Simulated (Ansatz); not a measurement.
# Tc of NiTe2 (P-3m1) from its phonons

Aim: the phonon-mediated transition temperature of NiTe2 (P-3m1) at ambient pressure, over a range of μ*. The cell shown first is a relaxed one, from steps not shown here.

Program: Ansatz 0.2.0. Level of theory: DFT PBEsol, scalar-relativistic, plane waves, PAW; PAW set soft_1. Results are calculated unless marked as measured.

### 1. The cell after earlier relaxation steps

The structure is trigonal, space group P-3m1 (No. 164). Conventional cell: a = 3.836 Å, b = 3.836 Å, c = 5.134 Å, α = 90.00°, β = 90.00°, γ = 120.00°. Nearest to Ni lie 6 Te at 2.56 Å. Nearest to Te lie 3 Ni at 2.56 Å. Farther neighbours and most contacts between anions are not listed.

### 2. Electron–phonon run: q 3×3×2, k 6×6×4, scattering 12×12×8

The run that gives the couplings also evaluates McMillan's and Allen and Dynes's formulas and, where asked, the Eliashberg equations, over a range of μ*.

input.yaml reads:

```yaml
crystal:
  lattice:
    - [3.8358833166, 0.0, 0.0]
    - [-1.9179416583, 3.3219723982, 0.0]
    - [0.0, 0.0, 5.133806882]
  atoms:
    - { symbol: Ni, position: [0.0, 0.0, 0.0] }
    - { symbol: Te, position: [0.3333333333, 0.6666666667, 0.2514370087] }
    - { symbol: Te, position: [0.6666666667, 0.3333333333, 0.7485629913] }
kpoints:
  mp_grid: { grid: [6, 6, 4] }
hamiltonian:
  xc: pbesol
  pseudopotentials: { kind: paw, azcp: { folder: soft_1 }, xc_functional: pbe }
scf:
  occupations: { method: methfessel_paxton, width: 0.2 }
output:
  eigenvalues: true
phonons:
  method: dfpt
  qmesh: [3, 3, 2]
  temperatures: { t_max: 1000, t_step: 50 }
  qpath:
    path:
      - [[0.0, 0.0, 0.0], [0.5, 0.0, 0.0], [0.33333333, 0.33333333, 0.0], [0.0, 0.0, 0.0], [0.0, 0.0, 0.5], [0.5, 0.0, 0.5], [0.33333333, 0.33333333, 0.5], [0.0, 0.0, 0.5]]
      - [[0.5, 0.0, 0.5], [0.5, 0.0, 0.0]]
      - [[0.33333333, 0.33333333, 0.5], [0.33333333, 0.33333333, 0.0]]
    npoints: 10
  electrical_resistivity:
    mesh: [12, 12, 8]
    temperatures: [20.0, 50.0, 77.0, 100.0, 150.0, 200.0, 300.0, 400.0, 600.0, 800.0]
  superconductivity: { mesh: [12, 12, 8] }
```

On the command line:

```bash
ansatz run input.yaml --threads 4 --pin off --max-ram 12288MiB --backend cpu --events-out ev --progress --plain --runs-dir out
```

Numbers of over 12 decimals in the logs are rounded to 6 here.

Output:

```text
Warning: phonons: the dynamical matrix that this run interpolates holds no multipole term above the dipole-dipole one, and a site of this crystal is no centre of inversion, so its interpolated transverse optical and acoustic branches and sound speeds can stay off near Gamma, and the density of states and the thermodynamics with them. What a run solves at a wave vector of phonons.qpoints, Gamma apart, where the deck admits one, is free of this, and under fd what a larger phonons.supercell samples
Engine: ansatz 0.2.0, x86_64-unknown-linux-gnu
Pseudopotentials: kind: paw
Pseudopotential: Ni, paw, valence charge 18, recommended cutoff 420 eV (normal), soft_1/Ni.paw.azcp
Pseudopotential: Te, paw, valence charge 16, recommended cutoff 420 eV (normal), soft_1/Te.paw.azcp
Functional definition: PBEsol
  exchange = pbesol_x
  correlation = pbesol_c
Crystal: 3 atoms, lattice volume = 65.419 Å³
Basis set: ecut = 420 eV, 1277 PW (Γ), exchange–correlation on 54×54×72 points (8 copies of the dense FFT grid, shifted against one another)
Bands: 30, of which v1, the nominal top of the filled ones, is band 25 counted from 1 (24 counted from 0)
Symmetry: 12 space group operations
k-points: 24 of 144
Non-local potential: Ni, projectors of the file, l = 0: 3, l = 1: 2, l = 2: 3, l = 3: 1
Non-local potential: Te, projectors of the file, l = 0: 2, l = 1: 2, l = 2: 2, l = 3: 1
PAW form: soft (Blöchl's): semilocal exchange-correlation on the pseudo side does not see the compensation charge
PAW frozen core: Ni, regenerated for the run's functional, and the local potential with it (the file was generated under x = pbe(κ = 0.804, μ = 0.219515), c = pbe(β = 0.066725))
PAW frozen core: Te, regenerated for the run's functional, and the local potential with it (the file was generated under x = pbe(κ = 0.804, μ = 0.219515), c = pbe(β = 0.066725))
PAW one-centre angular grid: Ni, 590 points (default); XC on 64 Gauss nodes
PAW one-centre angular grid: Te, 590 points (default); XC on 64 Gauss nodes
Initial density: superposition of atomic densities (chi_scale 0.1, normalization cell, long waves kept (reshape's long-wave potential 0.01 eV rms))
Initial wavefunctions: pseudopotential atomic-orbital guess
Functional: x = pbesol(κ = 0.804, μ = 0.123457), c = pbesol(β = 0.046)
SCF iter   1: F=—  HF=-19612.809127 eV  |F-HF|=—  |Δ(HF+E_count)|=         —  Δρ=1.90e-1  dr2=2.49e1  ethr=3.10e-3  ⟨swp⟩=6.9  Hψ=3251  notcnv=0
preconditioner: auto → Kerker (q_TF=auto, 2.609 Å⁻¹)  [metal: Δε(μ)=0.086 eV  Ē_g=9.605 eV  σ=0.200 eV  W_gap=0.35  n_scr=22 (ndim 8)  ℏωp=21.5 eV  f_vac=0.001  D(μ)=1.76/eV (n_scr^D=8)]
SCF iter   2: F=—  HF=-19612.646206 eV  |F-HF|=—  |Δ(HF+E_count)|=   1.63e-1  S|Δr|=    0.00e0  Δρ=2.92e-1  dr2=3.12e1  ethr=3.10e-3  ⟨swp⟩=4.0  Hψ=1959  notcnv=0  defer=8
SCF iter   3: F=—  HF=-19609.590261 eV  |F-HF|=—  |Δ(HF+E_count)|=    3.06e0  S|Δr|=    0.00e0  Δρ=6.34e-2  dr2=1.51e0  ethr=3.10e-3  ⟨swp⟩=2.9  Hψ=1666  notcnv=0  defer=7
SCF iter   4: F=—  HF=-19609.597930 eV  |F-HF|=—  |Δ(HF+E_count)|=   7.67e-3  S|Δr|=    0.00e0  Δρ=1.53e-1  dr2=1.15e1  ethr=3.02e-3  ⟨swp⟩=3.0  Hψ=1279  notcnv=0  defer=8  recentre
SCF iter   5: F=—  HF=-19609.162723 eV  |F-HF|=—  |Δ(HF+E_count)|=   4.35e-1  S|Δr|=    0.00e0  Δρ=6.89e-2  dr2=2.68e0  ethr=3.02e-3  ⟨swp⟩=2.0  Hψ=1126  notcnv=0  defer=7
SCF iter   6: F=—  HF=-19608.968701 eV  |F-HF|=—  |Δ(HF+E_count)|=   1.94e-1  S|Δr|=    0.00e0  Δρ=3.87e-3  dr2=1.82e-2  ethr=3.02e-3  ⟨swp⟩=2.0  Hψ=855  notcnv=0  defer=7
SCF iter   7: F=—  HF=-19608.973706 eV  |F-HF|=—  |Δ(HF+E_count)|=   5.01e-3  S|Δr|=    0.00e0  Δρ=4.36e-3  dr2=1.49e-2  ethr=3.64e-5  ⟨swp⟩=2.0  Hψ=1047  notcnv=0  defer=7
SCF iter   8: F=—  HF=-19608.972959 eV  |F-HF|=—  |Δ(HF+E_count)|=   7.47e-4  S|Δr|=    0.00e0  Δρ=1.69e-3  dr2=1.97e-3  ethr=2.98e-5  ⟨swp⟩=1.3  Hψ=720  notcnv=0  defer=7
SCF iter   9: F=—  HF=-19608.972864 eV  |F-HF|=—  |Δ(HF+E_count)|=   9.53e-5  S|Δr|=    0.00e0  Δρ=9.46e-4  dr2=6.13e-4  ethr=3.95e-6  ⟨swp⟩=1.2  Hψ=716  notcnv=0  defer=7
SCF iter  10: F=—  HF=-19608.972816 eV  |F-HF|=—  |Δ(HF+E_count)|=   4.78e-5  S|Δr|=    0.00e0  Δρ=1.82e-4  dr2=2.20e-5  ethr=1.23e-6  ⟨swp⟩=1.0  Hψ=713  notcnv=0  defer=7
[...]
SCF 1 converged in 16 iterations: F = -19608.972804 eV  dr2 = 3.05e-12
  greatest PAW one-centre occupation: 1.001 electrons in one spin orbital (limit 2), on the Ni atom at site 0 (counted from 0), in its partial waves of l = 1
Initial density: read from a saved state, or passed on in memory by an earlier SCF of this step, an earlier step, the calling program or the single point that the run made first
[...]
eigensolver tolerance schedule: the retry pair's looser diagonalisation over-reported the residual by 684109.78 of it (diagonalisation noise at an unbounded share of the residual, at the tolerance the schedule requests for it); recorded, not acted on — ethr = c·dr2/N_el stays at c = 1.0e-1
preconditioner: auto → Kerker (q_TF=auto, 2.609 Å⁻¹)  [metal: Δε(μ)=0.118 eV  Ē_g=8.380 eV  σ=0.200 eV  W_gap=0.43  n_scr=22 (ndim 8)  ℏωp=21.5 eV  f_vac=0.008  D(μ)=1.38/eV (n_scr^D=8)]
[...]
SCF 2 converged in 3 iterations: F = -19608.972804 eV  dr2 = 8.45e-12
[...]
mean free path at 100 K (of a tensor a third of its trace): 28.9 nm by what each carries, 25.1 by the Fermi surface alone
  Hall coefficient in a weak field at 100 K (a third of the trace): -2.530e-11 m³/C (how far it moves between the two finest meshes is not known); by each state's relaxation time: -1.825e-11 m³/C; by a constant relaxation time: 9.859e-12 m³/C
  mean free path at 150 K (of a tensor a third of its trace): 16.8 nm by what each carries, 14.8 by the Fermi surface alone
  Hall coefficient in a weak field at 150 K (a third of the trace): -2.556e-11 m³/C (how far it moves between the two finest meshes is not known); by each state's relaxation time: -1.847e-11 m³/C; by a constant relaxation time: 9.643e-12 m³/C
  mean free path at 200 K (of a tensor a third of its trace): 12.0 nm by what each carries, 10.6 by the Fermi surface alone
  Hall coefficient in a weak field at 200 K (a third of the trace): -2.625e-11 m³/C (how far it moves between the two finest meshes is not known); by each state's relaxation time: -1.915e-11 m³/C; by a constant relaxation time: 9.253e-12 m³/C
  mean free path at 300 K (of a tensor a third of its trace): 7.71 nm by what each carries, 6.86 by the Fermi surface alone
  Hall coefficient in a weak field at 300 K (a third of the trace): -2.749e-11 m³/C (how far it moves between the two finest meshes is not known); by each state's relaxation time: -2.037e-11 m³/C; by a constant relaxation time: 8.414e-12 m³/C
  mean free path at 400 K (of a tensor a third of its trace): 5.74 nm by what each carries, 5.10 by the Fermi surface alone
  Hall coefficient in a weak field at 400 K (a third of the trace): -2.817e-11 m³/C (how far it moves between the two finest meshes is not known); by each state's relaxation time: -2.110e-11 m³/C; by a constant relaxation time: 7.873e-12 m³/C
  mean free path at 600 K (of a tensor a third of its trace): 3.84 nm by what each carries, 3.40 by the Fermi surface alone
  Hall coefficient in a weak field at 600 K (a third of the trace): -2.775e-11 m³/C (how far it moves between the two finest meshes is not known); by each state's relaxation time: -2.098e-11 m³/C; by a constant relaxation time: 8.228e-12 m³/C
  mean free path at 800 K (of a tensor a third of its trace): 2.90 nm by what each carries, 2.56 by the Fermi surface alone
  Hall coefficient in a weak field at 800 K (a third of the trace): -2.516e-11 m³/C (how far it moves between the two finest meshes is not known); by each state's relaxation time: -1.889e-11 m³/C; by a constant relaxation time: 1.058e-11 m³/C
  the resistivity times a path that all electrons share, by the Fermi surface of the deck's mesh alone (a third of the trace): 1.222e-15 Ω·m²
  not converged in the mesh (λ; λ_tr; the resistivity at 20 K by 38.99 %; the resistivity at 50 K by 35.32 %; the resistivity at 77 K by 34.39 %; the resistivity at 100 K by 33.82 %; the resistivity at 150 K by 33.19 %; the resistivity at 200 K by 32.80 %; the resistivity at 300 K by 31.76 %; the resistivity at 400 K by 30.45 %; the resistivity at 600 K by 27.58 %; the resistivity at 800 K by 25.51 %): between neighb [...]
  vibrations of 18 cells: unjudged by the run; compare a larger repeat
  the changes of the potential over all sites missed a rigid shift's by 0.00 % (the site terms' by 0.02 %)
  at the force constants' own smearing the fine mesh and the k-points of their solves give squared frequencies that differ by 26.4 % of the larger at the most, at (0, 0, 0)
--- Superconductivity: potentials and phonons of a 3×3×2 supercell ---
           mesh         λ    ħω_log (meV)  μ* declared at (meV)
        12×12×8    0.4485          11.352               13.833
          6×6×4    0.3661          11.580               14.042
  λ by the species' shares of the modes' patterns: Ni 0.0740, Te 0.3745
  with the Fermi level up to 28.1 meV (the hardest mode) off, states and modes as they are: density of states 0.7996 to 0.8297 /eV of one spin and cell, λ 0.4441 to 0.4628
  transition temperature on the deck's mesh (K), isotropic and anisotropic, restricted to the Fermi surface (FSR) and over the full bandwidth (FBW), and the last with the density of states resolved in a narrower window:
        μ*   McMillan   Allen–Dynes      iso. FSR      iso. FBW    aniso. FSR    aniso. FBW  narrow window
      0.08      1.416         1.446         1.315         1.315         1.549         1.551          1.552
      0.10      1.001         1.020         0.903         0.903         1.118         1.120          1.120
      0.12      0.666         0.678         0.585         0.586         0.776         0.777          0.777
      0.13      0.529         0.538         0.459         0.460         0.636         0.637          0.637
      0.14      0.411         0.417         0.353         0.354         0.515         0.516          0.516
      0.16      0.229         0.232         0.195         0.196         0.325         0.326          0.325
      0.20      0.045         0.045    none_found    none_found         0.108         0.109          0.108
  none_found: no transition down to 0.1 K
  isotope coefficients −∂ln Tc/∂ln M under μ* = 0.13, the force constants as they are, of the isotropic transitions restricted to the Fermi surface and over the full bandwidth: Ni 0.003 and 0.002, Te 0.285 and 0.285
  gaps at the Fermi level over the full bandwidth under μ* = 0.1, 0.280 K: 0.066 to 0.255 meV
  gaps at the Fermi level over the full bandwidth under μ* = 0.13, 0.159 K: 0.028 to 0.150 meV
  gaps at the Fermi level over the full bandwidth under μ* = 0.16, 0.082 K: 0.009 to 0.079 meV
  not converged in the mesh (λ, the transition temperature): between neighbouring meshes, the two finest first, λ moves by 18.37 % and the anisotropic transition temperature over the full bandwidth at μ* = 0.13 by 71.05 %; converged means that the two finest part by at most 2.00 % and 5.00 %
  vibrations of 18 cells: unjudged by the run; compare a larger repeat
  the changes of the potential over all sites missed a rigid shift's by 0.00 % (the site terms' by 0.02 %)
  at the force constants' own smearing the fine mesh and the k-points of their solves give squared frequencies that differ by 26.4 % of the larger at the most, at (0, 0, 0)
[key lines of the parts left out:]
SCF converged after 16 iterations
Free energy (F): -19608.972804 eV
Fermi energy:    12.945782 eV
```

It took 7.6 min on 4 threads of Intel Xeon Platinum 8488C (Sapphire Rapids), shared host; peak memory 4.7 GiB.

This run has no spin polarisation, although Ni can carry a moment.

Numbers from this step:

| Quantity | Value |
| --- | --- |
| volume per atom | 21.81 Å³/atom |
| metallic on mesh | yes |
| gap on the k-mesh | 0 eV |
| zero point energy | 0.07602 eV/cell |
| share of imaginary modes in the plain interpolation between solved wavevectors | 0 |
| highest frequency, solved or plainly interpolated | 227.3 cm⁻¹ |
| Debye temperature (second moment) | 277 K |
| resistivity at 300 K | 17.8 μΩ cm, mean of the axes |
| coupling constant λ | 0.4485 |
| density of states at the Fermi level | 0.8081 states/eV a spin and cell |
| log mean phonon energy ħω_log | 11.35 meV |
| transport coupling constant λ_tr | 0.4645, 0.4645, 0.4635 (xx, yy, zz) |
| Drude plasma energy | 5.403, 5.403, 5.505 eV (xx, yy, zz) |
| resistivity times mean free path | 12.63, 12.63, 11.4 × 10⁻¹⁶ Ω m² (xx, yy, zz) |
| second-moment phonon energy ħω₂ | 13.83 meV |

An empty cell: under 1 mK by a formula, or no transition down to the floor of the Eliashberg search. Transition temperatures:

```csv
μ*,McMillan Tc (K),Allen–Dynes Tc (K),isotropic Fermi-surface Tc (K),isotropic full bandwidth Tc (K),anisotropic Fermi-surface Tc (K),anisotropic full bandwidth Tc (K),anisotropic narrow window Tc (K)
0.08,1.42,1.45,1.31,1.31,1.55,1.55,1.55
0.1,1,1.02,0.903,0.903,1.12,1.12,1.12
0.12,0.666,0.678,0.585,0.586,0.776,0.777,0.777
0.13,0.529,0.538,0.459,0.46,0.636,0.637,0.637
0.14,0.411,0.417,0.353,0.354,0.515,0.516,0.516
0.16,0.229,0.232,0.195,0.196,0.325,0.326,0.325
0.2,0.0445,0.0451,-,-,0.108,0.109,0.108
```

The Eliashberg function α²F has structure finer than the step of the table below, so its rows give means over 1 meV, whole bins alone (the curve runs from 0.11 to 28.0 meV). Peaks (meV: height): α²F 11.1: 0.506, 12.0: 0.488, 14.6: 0.347, 17.0: 0.284, 24.7: 0.438, 27.6: 0.471; α²F tr 11.1: 0.524, 12.0: 0.531, 14.6: 0.354, 17.0: 0.303, 24.7: 0.486, 27.6: 0.509.

Table of Eliashberg function α²F by phonon energy; means over each step:

```csv
phonon energy (meV),α²F,α²F tr
1,1.9e-4,1.3e-4
2,0.00259,0.00179
3,0.00706,0.00592
4,0.0142,0.0135
5,0.0274,0.0281
6,0.0450,0.0461
7,0.0796,0.0845
8,0.115,0.118
9,0.143,0.144
10,0.175,0.184
11,0.371,0.365
12,0.388,0.416
13,0.180,0.197
14,0.146,0.148
15,0.199,0.197
16,0.0451,0.0403
17,0.165,0.179
18,0.0677,0.0686
19,0.0181,0.0156
20,0.00272,0.00183
21,0,0
22,0,0
23,0,0
24,0.0159,0.0193
25,0.209,0.237
26,0.00895,0.0106
27,0.268,0.302
```

The Eliashberg function α²F has structure finer than the step of the table below, so its rows give means over 1 meV, whole bins alone (the curve runs from 0.11 to 28.0 meV). Peaks (meV: height): α²F 11.1: 0.506, 12.0: 0.488, 14.6: 0.347, 17.0: 0.284, 24.7: 0.438, 27.6: 0.471; Ni 24.7: 0.362, 27.6: 0.41; Te 11.1: 0.487, 12.0: 0.470, 14.6: 0.325, 17.0: 0.283, 24.7: 0.0761, 27.4: 0.0628.

Eliashberg function α²F against phonon energy; means over each step:

```csv
phonon energy (meV),α²F,Ni,Te
1,1.9e-4,2.2e-5,1.5e-4
2,0.00259,4.7e-4,0.00213
3,0.00706,0.00125,0.00581
4,0.0142,0.00250,0.0117
5,0.0274,0.00470,0.0227
6,0.0450,0.00751,0.0375
7,0.0796,0.0129,0.0667
8,0.115,0.0181,0.0966
9,0.143,0.0214,0.122
10,0.175,0.0210,0.154
11,0.371,0.0158,0.355
12,0.388,0.0113,0.377
13,0.180,0.00544,0.175
14,0.146,0.00727,0.139
15,0.199,0.0128,0.186
16,0.0451,0.00322,0.0419
17,0.165,5.3e-4,0.164
18,0.0677,2.0e-4,0.0674
19,0.0181,0,0.0181
20,0.00272,0,0.00272
21,0,0,0
22,0,0,0
23,0,0,0
24,0.0159,0.0131,0.00279
25,0.209,0.173,0.0359
26,0.00895,0.00738,0.00157
27,0.268,0.234,0.0339
```

Anisotropic full-bandwidth solution, weighted at the Fermi level. Gaps:

```csv
mu*,T (K),mean gap (meV),5 % (meV),95 % (meV),mean Z
0.1,0.28,0.157,0.105,0.207,1.45
0.1,0.56,0.149,0.0991,0.196,1.45
0.1,0.84,0.119,0.0793,0.157,1.45
0.1,1.01,0.0801,0.0534,0.106,1.45
0.13,0.159,0.0867,0.0534,0.119,1.45
0.13,0.319,0.0819,0.0502,0.113,1.45
0.13,0.478,0.0653,0.0398,0.0898,1.45
0.13,0.574,0.0439,0.0266,0.0604,1.45
0.16,0.0815,0.0428,0.0229,0.0617,1.45
0.16,0.163,0.0402,0.0214,0.0581,1.45
0.16,0.245,0.032,0.0169,0.0462,1.45
0.16,0.294,0.0215,0.0113,0.031,1.45
```

dTc/da2F against phonon energy:

```csv
phonon energy (meV),dTc/da2F (K/meV)
1,-
2,3.88
3,3.09
4,2.58
5,2.21
6,1.94
7,1.72
8,1.54
9,1.41
10,1.28
11,1.18
12,1.09
13,1.01
14,0.944
15,0.883
16,0.830
17,0.781
18,0.737
19,0.697
20,0.662
21,0.629
22,0.598
23,0.571
24,0.545
25,0.522
26,0.499
27,0.479
28,0.459
```

The share of the Fermi-level states by lambda of a state:

```csv
lambda of a state,share of the Fermi-level states
0.252,0.0051
0.274,0.0139
0.297,0.0059
0.320,0.116
0.343,0.0345
0.366,0.104
0.388,0.054
0.411,0.0997
0.434,0.0774
0.457,0.0468
0.480,0.0941
0.502,0.127
0.525,0.0546
0.548,0.0151
0.571,0.0201
0.594,0.0895
0.617,0.0251
0.639,0.0046
0.662,1.0e-4
0.685,0.0063
0.708,0.005
0.731,0
0.753,6.0e-4
0.776,0
```

### 3. Outcome

```json
{"meshes": "q 3×3×2, k 6×6×4, scattering 12×12×8", "coupling constant λ": "0.449", "log mean phonon energy ħω_log": "11.3 meV", "Allen–Dynes Tc at μ* = 0.1": "1.02 K", "Allen–Dynes Tc at μ* = 0.13": "0.538 K", "anisotropic Eliashberg Tc at μ* = 0.1": "1.12 K", "anisotropic Eliashberg Tc at μ* = 0.13": "0.637 K"}
```

What this shows: In the last run (PBEsol, q 3×3×2, k 6×6×4, scattering 12×12×8), with λ = 0.45 and ħω_log = 11.3 meV, Tc at μ* = 0.13 is 0.53 K by McMillan's formula, 0.54 K by Allen and Dynes's and 0.64 K by the anisotropic Eliashberg equations. Raising μ* from 0.10 to 0.16 lowers the Allen–Dynes value from 1.0 to 0.23 K. The mean gap at a quarter of Tc gives 2Δ/k_B Tc = 3.16, against 3.53 in weak-coupling theory. The gap spreads from 0.053 to 0.12 meV over nine tenths of the Fermi surface. By the run's own test λ is not converged in the fine mesh: it moves by 18 % between the two finest. The run's transport test calls it not converged in the mesh; ρ(300 K) moves by 32 % in the component that moves most. The runs are not spin-polarised; where the real material orders magnetically, these values do not describe it. These meshes are coarse. μ* is a typed number, phonons are harmonic, and spin fluctuations are left out; at μ* = 0.13 McMillan's formula turns 1 % in λ into about 6.1 % in Tc.

[Logs are printed without paths, hosts, clocks, repeated set-up lines and the standing remarks that a program may print on its own settings, such as how far it seeks lower states.]

[Hosts, paths, dates, database ids (printed as entryN), source tags and the programs' standing remarks are cut or masked in the printed files.]
